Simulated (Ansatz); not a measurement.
# F on Mo(100): change of the work function, part 3 of 4

Aim: the work function of Mo(100) at several coverages of F (hollow site), and the dipole that each adsorbate carries.

Ansatz 0.2.0; plane-wave DFT, PBE, Ansatz PAW.

So far, work function, upper face (eV): step 2 (the clean slab) 3.83; step 3 (37 atoms, coverage 0.111 ML, cell 3x3) 3.92.

## Step 4: Adsorbate added, k-mesh 6×6×1, coverage 0.25 ML

System of this step: Mo16F (F/Mo(100)). The cell holds 17 atoms: 16 Mo and 1 F. Its edges and angles: a = 6.300 Å, b = 6.300 Å, c = 23.199 Å, α = 90.0°, β = 90.0°, γ = 90.0°. Vacuum lies along c.

Another coverage, to see how the dipoles act on each other as their distance changes.

Contents of input.yaml:

```yaml
crystal:
  lattice:
    - [6.3, 0.0, 0.0]
    - [0.0, 6.3, 0.0]
    - [0.0, 0.0, 23.1988362761]
  atoms:
    - { symbol: Mo, position: [0.25, 0.25, 0.3879504943] }
    - { symbol: Mo, position: [0.0, 0.0, 0.4558418308] }
    - { symbol: Mo, position: [0.25, 0.25, 0.5266200292] }
    - { symbol: Mo, position: [0.0, 0.0, 0.5861861394] }
    - { symbol: Mo, position: [0.25, 0.75, 0.3879504943] }
    - { symbol: Mo, position: [0.0, 0.5, 0.4558418308] }
    - { symbol: Mo, position: [0.25, 0.75, 0.5266200292] }
    - { symbol: Mo, position: [0.0, 0.5, 0.5861861394] }
    - { symbol: Mo, position: [0.75, 0.25, 0.3879504943] }
    - { symbol: Mo, position: [0.5, 0.0, 0.4558418308] }
    - { symbol: Mo, position: [0.75, 0.25, 0.5266200292] }
    - { symbol: Mo, position: [0.5, 0.0, 0.5861861394] }
    - { symbol: Mo, position: [0.75, 0.75, 0.3879504943] }
    - { symbol: Mo, position: [0.5, 0.5, 0.4558418308] }
    - { symbol: Mo, position: [0.75, 0.75, 0.5266200292] }
    - { symbol: Mo, position: [0.5, 0.5, 0.5861861394] }
    - { symbol: F, position: [0.25, 0.25, 0.6120495057] }
kpoints:
  mp_grid: { grid: [6, 6, 1] }
hamiltonian:
  xc: pbe
scf:
  occupations: { method: fermi_dirac, width: 0.1 }
  convergence: { dr2_threshold: 1.0e-08 }
efield:
  axis: 3
  dipole_correction: true
  ramp_position: 0.97
  ramp_width: 0.06
relax:
  f_tol: 0.02
  max_steps: 60
  constraints: [{ sites: [0, 1, 4, 5, 8, 9, 12, 13] }]
output:
  dos: { projected: true, e_range: [-8, 4] }
  write_potential: true
  write_density: true
  volumetric_format: npy
  elf: true
```

Command:

```bash
ansatz run input.yaml --threads 4 --pin off --max-ram 16384MiB --backend cpu --events-out ev --progress --plain --runs-dir out
```

The program printed:

```text
[...]
Crystal: 17 atoms, lattice volume = 920.762 Å³
Basis set: ecut = 420 eV, 18001 PW (Γ), exchange–correlation on 90×90×320 points (8 copies of the dense FFT grid, shifted against one another)
Bands: 139, of which v1, the nominal top of the filled ones, is band 116 counted from 1 (115 counted from 0)
Symmetry: 8 space group operations
[...]
k-points: 10 of 36
[...]
SCF iter   1: F=—  HF=-80088.186407 eV  |F-HF|=—  |Δ(HF+E_count)|=         —  Δρ=1.06e-2  dr2=1.27e1  ethr=1.77e-3  p=-0.006 e·Å  D=-1.27e-3 V/Å  ΔV_dip=0.03 eV  dr2_dipole=3.97e0  V_vac-E_F(+/−)=4.00/3.97 eV  ⟨swp⟩=8.9  Hψ=6756  notcnv=0
[...]
SCF iter  12: F=-80087.894410 eV  HF=-80087.894410 eV  |F-HF|=1.09e-9  |Δ(HF+E_count)|=   3.35e-9  Δρ=2.40e-7  dr2=2.26e-9  ethr=4.33e-12  p=0.061 e·Å  D=1.20e-2 V/Å  ΔV_dip=-0.28 eV  dr2_dipole=6.18e-10  V_vac-E_F(+/−)=3.59/3.87 eV  ⟨swp⟩=11.5  Hψ=9462  notcnv=0
SCF 1 converged in 12 iterations: F = -80087.894410 eV  dr2 = 2.26e-9
[...]
relax step   1: F+E_penalty+E_count = -80087.89441017 eV  Δ(F+E_penalty+E_count) = +0.000e0 eV  max|allowed force component| = 4.237e0 eV/Å  Δτ_max = 0.0000 Å  (12 SCF iters, accepted)
[...]
SCF iter  10: F=-80088.558096 eV  HF=-80088.558096 eV  |F-HF|=1.23e-8  |Δ(HF+E_count)|=   6.36e-8  Δρ=5.38e-7  dr2=4.62e-9  ethr=4.33e-12  p=0.045 e·Å  D=8.86e-3 V/Å  ΔV_dip=-0.21 eV  dr2_dipole=9.23e-12  V_vac-E_F(+/−)=3.66/3.87 eV  ⟨swp⟩=11.4  Hψ=10194  notcnv=0
SCF 2 converged in 10 iterations: F = -80088.558096 eV  dr2 = 4.62e-9
[...]
relax step   2: F+E_penalty+E_count = -80088.55809553 eV  Δ(F+E_penalty+E_count) = -6.637e-1 eV  max|allowed force component| = 1.648e0 eV/Å  Δτ_max = 0.1707 Å  (10 SCF iters, accepted)
[...]
SCF iter  11: F=-80088.632337 eV  HF=-80088.632337 eV  |F-HF|=5.88e-9  |Δ(HF+E_count)|=   2.89e-8  Δρ=3.72e-7  dr2=2.36e-9  ethr=4.33e-12  p=0.029 e·Å  D=5.78e-3 V/Å  ΔV_dip=-0.13 eV  dr2_dipole=6.65e-15  V_vac-E_F(+/−)=3.73/3.86 eV  ⟨swp⟩=9.6  Hψ=10104  notcnv=0
SCF 3 converged in 11 iterations: F = -80088.632337 eV  dr2 = 2.36e-9
[...]
relax step   3: F+E_penalty+E_count = -80088.63233696 eV  Δ(F+E_penalty+E_count) = -7.424e-2 eV  max|allowed force component| = 7.268e-1 eV/Å  Δτ_max = 0.2000 Å  (11 SCF iters, accepted)
[... from here on, the SCF cycles and remarks between the steps are left out ...]
relax step   4: F+E_penalty+E_count = -80088.74349915 eV  Δ(F+E_penalty+E_count) = -1.112e-1 eV  max|allowed force component| = 1.677e-1 eV/Å  Δτ_max = 0.0815 Å  (10 SCF iters, accepted)
relax step   5: F+E_penalty+E_count = -80088.76525031 eV  Δ(F+E_penalty+E_count) = -2.175e-2 eV  max|allowed force component| = 1.845e-1 eV/Å  Δτ_max = 0.0826 Å  (9 SCF iters, accepted)
relax step   6: F+E_penalty+E_count = -80088.90311562 eV  Δ(F+E_penalty+E_count) = -1.379e-1 eV  max|allowed force component| = 4.906e-1 eV/Å  Δτ_max = 0.1986 Å  (11 SCF iters, accepted)
relax step   7: F+E_penalty+E_count = -80089.07252887 eV  Δ(F+E_penalty+E_count) = -1.694e-1 eV  max|allowed force component| = 4.428e-1 eV/Å  Δτ_max = 0.1249 Å  (10 SCF iters, accepted)
relax step   8: F+E_penalty+E_count = -80089.09199681 eV  Δ(F+E_penalty+E_count) = -1.947e-2 eV  max|allowed force component| = 6.504e-1 eV/Å  Δτ_max = 0.1952 Å  (11 SCF iters, accepted)
relax step   9: F+E_penalty+E_count = -80089.20631822 eV  Δ(F+E_penalty+E_count) = -1.143e-1 eV  max|allowed force component| = 2.279e-1 eV/Å  Δτ_max = 0.1171 Å  (11 SCF iters, accepted)
relax step  10: F+E_penalty+E_count = -80089.18096475 eV  Δ(F+E_penalty+E_count) = +2.535e-2 eV  max|allowed force component| = 3.140e-1 eV/Å  Δτ_max = 0.0601 Å  (10 SCF iters, rejected (line search))
relax step  11: F+E_penalty+E_count = -80089.21596617 eV  Δ(F+E_penalty+E_count) = -9.648e-3 eV  max|allowed force component| = 5.892e-2 eV/Å  Δτ_max = 0.0292 Å  (10 SCF iters, accepted)
SCF iter   1: F=—  HF=-80089.217092 eV  |F-HF|=—  |Δ(HF+E_count)|=         —  Δρ=3.90e-4  dr2=2.41e-3  ethr=4.43e-5  p=-0.085 e·Å  D=-1.68e-2 V/Å  ΔV_dip=0.39 eV  dr2_dipole=1.89e-8  V_vac-E_F(+/−)=4.27/3.88 eV  ⟨swp⟩=2.0  Hψ=1991  notcnv=0
[...]
SCF iter   7: F=-80089.216556 eV  HF=-80089.216556 eV  |F-HF|=8.47e-9  |Δ(HF+E_count)|=   2.77e-8  Δρ=6.46e-7  dr2=8.38e-9  ethr=4.33e-12  p=-0.089 e·Å  D=-1.74e-2 V/Å  ΔV_dip=0.40 eV  dr2_dipole=4.20e-10  V_vac-E_F(+/−)=4.28/3.88 eV  ⟨swp⟩=8.4  Hψ=10344  notcnv=0
SCF 12 converged in 7 iterations: F = -80089.216556 eV  dr2 = 8.38e-9
relax step  12: F+E_penalty+E_count = -80089.21655607 eV  Δ(F+E_penalty+E_count) = -5.899e-4 eV  max|allowed force component| = 5.118e-3 eV/Å  Δτ_max = 0.0116 Å  (7 SCF iters, accepted)
[...]
WARN: The input density's exchange-correlation potential varies sharply where the density is thin. Do not read a vacuum level from v_tot or v_xc, or from such a field of the output density. On a cell that repeats whose density bears no net charge and no dipole along the vacuum's axis use v_es (v_loc + v_h of the components); under efield.dipole_correction with no amplitude use v_es + v_field, which holds any external [...]
SCF converged after 7 iterations
Free energy (F): -80089.216556 eV
[...]
Internal energy: -80088.616212 eV  (E = F + TS)
E sigma→0 (E₀):  -80088.916384 eV
Entropy (-TS):   -0.600344 eV (-35.314 meV/atom)
Fermi energy:    2.890419 eV
Dipole field:    D = -0.017452 V/Å  (p = -0.088803 e·Å, saw-weighted, corrected)
Work function:   Φ+ = 4.2811 eV   Φ− = 3.8762 eV
[...]
--- Forces (eV/Å), atoms counted from 1 ---
  atom   1  Mo     0.00000000     0.00000000     1.38104140
  atom   2  Mo    -0.34687724    -0.34687724    -1.59021831
  atom   3  Mo     0.00000000    -0.00000000     0.00498224
  atom   4  Mo     0.00130244     0.00130244    -0.00203487
  atom   5  Mo     0.00000000    -0.00000000     1.55305297
  atom   6  Mo    -0.34687724     0.34687724    -1.59021831
  atom   7  Mo     0.00000000     0.00000000     0.00300947
  atom   8  Mo     0.00130244    -0.00130244    -0.00203487
  atom   9  Mo     0.00000000     0.00000000     1.55305297
  atom  10  Mo     0.34687724    -0.34687724    -1.59021831
  atom  11  Mo    -0.00000000    -0.00000000     0.00300947
  atom  12  Mo    -0.00130244     0.00130244    -0.00203487
  atom  13  Mo     0.00000000     0.00000000     1.86740332
  atom  14  Mo     0.34687724     0.34687724    -1.59021831
  atom  15  Mo     0.00000000    -0.00000000     0.00511844
  atom  16  Mo    -0.00130244    -0.00130244    -0.00203487
  atom  17  F     -0.00000000    -0.00000000    -0.00169660
  max |Σ_I F_I| component: 3.90e-5 eV/Å
--- Band table (eV; the first three rows and the last of 10) ---
  k-point 0: bands = [... 112 lower, 2.6264, 2.8129, 2.9987, 3.4493, 3.4627, 3.5898, 3.5898, 3.6005, ... 19 higher]
  k-point 1: bands = [... 112 lower, 2.7750, 2.8802, 3.0028, 3.0934, 3.3016, 3.3567, 3.4284, 3.5300, ... 19 higher]
  k-point 2: bands = [... 112 lower, 2.7505, 2.7915, 2.8402, 2.9227, 3.0601, 3.2962, 3.3664, 3.4202, ... 19 higher]
  k-point 9: bands = [... 112 lower, 2.5777, 2.6317, 2.6317, 2.7187, 2.7260, 2.7457, 2.7457, 3.2490, ... 19 higher]
--- Relaxed structure (12 steps of the walk, 11 accepted, 0 SCFs on fresh bases) ---
  F+E_penalty+E_count = -80089.21655607 eV   max|allowed force component| = 5.118e-3 eV/Å
  atoms:
    - { symbol: Mo, position: [0.250000, 0.250000, 0.387950] }
    - { symbol: Mo, position: [0.0, 0.0, 0.455842] }
    - { symbol: Mo, position: [0.250000, 0.250000, 0.519824] }
    - { symbol: Mo, position: [0.021631, 0.021631, 0.587443] }
    - { symbol: Mo, position: [0.250000, 0.750000, 0.387950] }
    - { symbol: Mo, position: [0.0, 0.500000, 0.455842] }
    - { symbol: Mo, position: [0.250000, 0.750000, 0.525943] }
    - { symbol: Mo, position: [0.021631, 0.478369, 0.587443] }
    - { symbol: Mo, position: [0.750000, 0.250000, 0.387950] }
    - { symbol: Mo, position: [0.500000, 0.0, 0.455842] }
    - { symbol: Mo, position: [0.750000, 0.250000, 0.525943] }
    - { symbol: Mo, position: [0.478369, 0.021631, 0.587443] }
    - { symbol: Mo, position: [0.750000, 0.750000, 0.387950] }
    - { symbol: Mo, position: [0.500000, 0.500000, 0.455842] }
    - { symbol: Mo, position: [0.750000, 0.750000, 0.530217] }
    - { symbol: Mo, position: [0.478369, 0.478369, 0.587443] }
    - { symbol: F, position: [0.250000, 0.250000, 0.651170] }
```

Elapsed: 8.3 min, on 4 threads of Arm Neoverse V1, shared host; peak memory 3.2 GiB; 33 min of CPU time.

Step by step:

```tsv
step	energy less that of the first step (eV)	largest force component (eV/Å)
1	0.0000	4.2372
2	-0.6637	1.6484
3	-0.7379	0.7268
4	-0.8491	0.1677
5	-0.8708	0.1845
6	-1.0087	0.4906
7	-1.1781	0.4428
8	-1.1976	0.6504
9	-1.3119	0.2279
10	-1.2866	0.3140
11	-1.3216	0.0589
12	-1.3221	0.0051
```

Relaxation step 10 was tried and not accepted.

Forces are held to the 8 operations that the program found; a distortion that breaks them can't arise in this run.

The atoms that moved most (Å):

```tsv
atom	dx	dy	dz	length
F17	0.000	0.000	0.908	0.908
Mo8	0.136	-0.136	0.029	0.195
Mo16	-0.136	-0.136	0.029	0.195
Mo12	-0.136	0.136	0.029	0.195
Mo4	0.136	0.136	0.029	0.195
Mo3	0.000	0.000	-0.158	0.158
Mo15	0.000	0.000	0.083	0.083
Mo11	0.000	0.000	-0.016	0.016
```

Final coordinates:

```cif
data_structure
_symmetry_space_group_name_H-M 'P 1'
_symmetry_Int_Tables_number 1
_cell_length_a 6.3000
_cell_length_b 6.3000
_cell_length_c 23.1988
_cell_angle_alpha 90.000
_cell_angle_beta 90.000
_cell_angle_gamma 90.000
_cell_volume 920.76
loop_
_atom_site_label
_atom_site_type_symbol
_atom_site_fract_x
_atom_site_fract_y
_atom_site_fract_z
_atom_site_occupancy
Mo1 Mo 0.25000 0.25000 0.38795 1
Mo2 Mo 0.00000 0.00000 0.45584 1
Mo3 Mo 0.25000 0.25000 0.51982 1
Mo4 Mo 0.02163 0.02163 0.58744 1
Mo5 Mo 0.25000 0.75000 0.38795 1
Mo6 Mo 0.00000 0.50000 0.45584 1
Mo7 Mo 0.25000 0.75000 0.52594 1
Mo8 Mo 0.02163 0.47837 0.58744 1
Mo9 Mo 0.75000 0.25000 0.38795 1
Mo10 Mo 0.50000 0.00000 0.45584 1
Mo11 Mo 0.75000 0.25000 0.52594 1
Mo12 Mo 0.47837 0.02163 0.58744 1
Mo13 Mo 0.75000 0.75000 0.38795 1
Mo14 Mo 0.50000 0.50000 0.45584 1
Mo15 Mo 0.75000 0.75000 0.53022 1
Mo16 Mo 0.47837 0.47837 0.58744 1
F17 F 0.25000 0.25000 0.65117 1
```

This step gave:

| Property | Result |
| --- | --- |
| energy at zero smearing | -80088.9164 eV |
| work function, upper face | 4.281 eV |
| work function, lower face | 3.876 eV |
| dipole along the normal | -0.08880 e·Å |
| step between the vacuum levels | 0.4049 eV |

The density of states has structure finer than the step of the table below, so its rows give means over 0.25 eV. Peaks (eV: height): -3.010: 50.2, -2.890: 43.3, -2.650: 48.4, -1.830: 47.6, -0.450: 44.0, 1.320: 47.2, 1.710: 43.4.

Table of density of states by energy, zero at the Fermi level; means over each step:

```tsv
energy (eV)	density of states (states/eV a cell)
-6.50	0
-6.25	0.438
-6.00	6.39
-5.75	9.91
-5.50	2.01
-5.25	2.08
-5.00	1.89
-4.75	5.55
-4.50	8.18
-4.25	12.0
-4.00	18.2
-3.75	16.6
-3.50	14.0
-3.25	24.6
-3.00	33.8
-2.75	19.7
-2.50	23.0
-2.25	25.7
-2.00	14.7
-1.75	21.9
-1.50	16.6
-1.25	18.3
-1.00	16.0
-0.75	23.0
-0.50	29.3
-0.25	26.8
0.00	17.0
0.25	9.91
0.50	18.3
0.75	15.4
1.00	14.3
1.25	29.6
1.50	28.6
```

Projected DOS per atom over height of the atomic layer and energy from the Fermi level. Layers: Mo4 Mo4 Mo4 Mo4 F from below.

Values in states/eV, 22 rows by 5 columns, each cell a mean:
```
2.2 1.6 1.8 2.0 0.1
1.5 1.2 1.2 1.2 0.1
1.4 0.9 0.5 1.1 0.1
1.2 0.6 0.4 0.8 0.1
2.8 0.8 0.8 1.9 0.1
2.4 0.9 0.7 2.3 0.1
1.3 0.8 0.8 1.4 0.1
1.2 0.9 0.9 1.1 0.1
1.3 1.0 1.0 1.1 0.2
1.3 1.7 1.9 1.4 0.3
1.2 2.1 1.9 1.0 0.2
1.1 1.6 1.5 1.1 0.2
0.6 1.3 1.4 0.7 0.2
0.4 1.2 1.3 0.5 0.1
0.1 0.5 0.6 0.2 0.1
0.1 0.2 0.2 0.1 0.1
0.0 0.1 0.1 0.2 3.5
0.0 0.1 0.2 0.4 7.3
0.0 0.0 0.0 0.0 0.0
0.0 0.0 0.0 0.0 0.0
0.0 0.0 0.0 0.0 0.0
0.0 0.0 0.0 0.0 0.0
```
Columns: height of the atomic layer (Å) from 9 to 15.1 (not evenly spaced); rows upwards: energy from the Fermi level (eV) from -7.96 to 1.75.

Valence density in the ca plane at fractional y = 0.250, with atoms of Mo and F within 0.2 Å of it. It is the smooth field of the valence electrons, not physical close to the nuclei.

Values in units of 1e0 e/Å³, 9 rows by 16 columns, each cell a mean:
```
0.0 0.1 0.4 0.4 0.3 0.4 0.5 0.3 0.1 0.0 0.0 0.0 0.0 0.0 0.0 0.0
0.0 0.1 3.4 2.4 0.3 2.4 3.4 0.2 0.1 0.0 0.0 0.0 0.0 0.0 0.0 0.0
0.0 0.1 4.1 3.0 0.3 3.0 4.1 0.2 0.1 0.0 0.0 0.0 0.0 0.0 0.0 0.0
0.0 0.1 0.7 0.6 0.3 0.6 0.8 0.3 0.1 0.0 0.0 0.0 0.0 0.0 0.0 0.0
0.0 0.0 0.2 0.3 0.3 0.3 0.3 0.3 0.1 0.0 0.0 0.0 0.0 0.0 0.0 0.0
0.0 0.1 1.5 1.1 0.3 1.4 1.2 0.3 0.7 0.6 0.0 0.0 0.0 0.0 0.0 0.0
0.0 0.2 4.6 3.4 0.3 4.2 3.8 0.2 4.3 4.4 0.0 0.0 0.0 0.0 0.0 0.0
0.0 0.1 2.3 1.6 0.3 2.1 1.9 0.3 1.2 1.2 0.0 0.0 0.0 0.0 0.0 0.0
0.0 0.0 0.2 0.3 0.3 0.3 0.3 0.3 0.1 0.1 0.0 0.0 0.0 0.0 0.0 0.0
```
Columns run along c (16.0 Å, from fractional 0.27 to 0.96 of the cell), rows up along a (6.3 Å). Atoms in or near the plane, at fractional coordinates: Mo at (0.39, 0.25), Mo at (0.52, 0.25), Mo at (0.39, 0.75), Mo at (0.53, 0.75), F at (0.65, 0.25).

ELF in the ca plane at fractional y = 0.250, with atoms of Mo and F within 0.2 Å of it. It is the smooth field of the valence electrons, not physical close to the nuclei.

Ten even steps from '0' (0.00) to '9' (0.82), each cell a mean:
```
01122222334445432345543210000000000000000000
00111234333554333334554321000000000000000000
00001378863453378753455432100000000000000000
00001486683342486772255432100000000000000000
00001486683342486772255432100000000000000000
00001378863453378753455432100000000000000000
00111234333554333334554321000000000000000000
01122222344445432345543210000000000000000000
01123333445445543455432110000000000000000000
00112222234554321245421233210000000000000000
00011256643553356534422688741000000000000000
00001488873342687852215989962000000000000000
00001485683332674852216968973100000000000000
00001488873342687852214989962000000000000000
00011256643553356534422688641000000000000000
00112222234554321245421233210000000000000000
01123333445445543455432110000000000000000000
```
Columns run along c (16.0 Å, from fractional 0.27 to 0.96 of the cell), rows up along a (6.3 Å). Atoms in or near the plane, at fractional coordinates: Mo at (0.39, 0.25), Mo at (0.52, 0.25), Mo at (0.39, 0.75), Mo at (0.53, 0.75), F at (0.65, 0.25).

Electrostatic potential energy in the ca plane at fractional y = 0.250, with atoms of Mo and F within 0.2 Å of it. With pseudopotentials it is smooth inside the atoms' cores, unlike the true potential.

Values in eV, 9 rows by 16 columns, each cell a mean:
```
  7   5  -4  -1   4  -2  -4   3   5   7   7   7   7   7   7   7
  6   1 -45 -34   3 -34 -45   2   7   7   7   7   7   7   7   7
  6   0 -52 -40   2 -40 -52   1   7   7   7   7   7   7   7   7
  6   4 -11  -6   4  -7 -11   3   5   7   7   7   7   7   7   7
  7   6   3   3   4   2   2   2   4   7   7   7   7   7   7   7
  6   3 -23 -15   3 -21 -18   2   0   2   7   7   7   7   7   7
  6  -1 -57 -44   0 -53 -48   2 -21 -20   7   7   7   7   7   7
  6   2 -33 -23   2 -30 -27   2  -4  -3   7   7   7   7   7   7
  7   5   1   2   4   1   1   2   4   7   7   7   7   7   7   7
```
Columns run along c (16.0 Å, from fractional 0.27 to 0.96 of the cell; values clipped at the 3rd and 97th percentile), rows up along a (6.3 Å). Atoms in or near the plane, at fractional coordinates: Mo at (0.39, 0.25), Mo at (0.52, 0.25), Mo at (0.39, 0.75), Mo at (0.53, 0.75), F at (0.65, 0.25).

The relaxation took 12 steps and lowered the energy by 1.3 eV; the largest force on the free atoms ends at 0.0051 eV/Å.

By hand: a sheet of dipoles makes a step −p/(ε₀A) in the electron's potential. With e/ε₀ = 180.95 V·Å, p = -0.08880 e·Å and A = 39.69 Å², that is −180.95 × (-0.08880) / 39.69 = +0.405 eV, and the two vacuum levels of the run differ by +0.405 eV.

The covered face has 4.28 eV, +0.45 eV against the clean one; the bare back face has moved by +0.02 eV, a measure of how thin the slab is.

## Step 5: Adsorbate added, k-mesh 6×6×1, coverage 0.5 ML

System of this step: Mo8F (F/Mo(100)). The cell holds 18 atoms: 16 Mo and 2 F. Cell: a = 6.300 Å, b = 6.300 Å, c = 23.199 Å, α = 90.0°, β = 90.0°, γ = 90.0°. Vacuum lies along c.

Another coverage, to see how the dipoles act on each other as their distance changes.

input.yaml, as its differences from that of step 4:

```diff
@@ -23,2 +23,3 @@
     - { symbol: F, position: [0.25, 0.25, 0.6120495057] }
+    - { symbol: F, position: [0.75, 0.75, 0.6120495057] }
 kpoints:
```

The program printed:

```text
[...]
Crystal: 18 atoms, lattice volume = 920.762 Å³
Basis set: ecut = 420 eV, 18001 PW (Γ), exchange–correlation on 90×90×320 points (8 copies of the dense FFT grid, shifted against one another)
Bands: 143, of which v1, the nominal top of the filled ones, is band 119 counted from 1 (118 counted from 0)
Symmetry: 16 space group operations
[...]
- { symbol: Mo, position: [0.750000, 0.750000, 0.387950] }
    - { symbol: Mo, position: [0.500000, 0.500000, 0.455842] }
    - { symbol: Mo, position: [0.750000, 0.750000, 0.524577] }
    - { symbol: Mo, position: [0.500000, 0.500000, 0.586880] }
    - { symbol: F, position: [0.250000, 0.250000, 0.647623] }
    - { symbol: F, position: [0.750000, 0.750000, 0.647623] }
[key lines of the parts left out:]
SCF converged after 9 iterations
Free energy (F): -80897.887051 eV
Fermi energy:    2.782343 eV
Dipole field:    D = -0.043485 V/Å  (p = -0.221274 e·Å, saw-weighted, corrected)
Work function:   Φ+ = 4.8686 eV   Φ− = 3.8598 eV
```

Wall time 5.3 min (4 threads); peak memory 3.3 GiB.

This run has no spin polarisation, although Mo can carry a moment.

(Continued in part 4 of 4.)

[Long decimals in the printed logs are rounded to 6 places.]

[Logs are printed without paths, hosts, clocks, repeated set-up lines and the standing remarks that a program may print on its own settings, such as how far it seeks lower states.]

[Hosts, paths, dates, database ids (printed as entryN), source tags and the programs' standing remarks are cut or masked in the printed files.]

[Maps of the electrostatic potential energy from Ansatz leave out the sawtooth potential of an applied field or a dipole correction, so their vacuum need not be flat; planar profiles and work functions include it.]

[The density of states shown here was stored with 400 of the rows of the run's finer table, so its peaks can read low, often by over a quarter, or be missed, and its means over a window can be off by a tenth or more.]
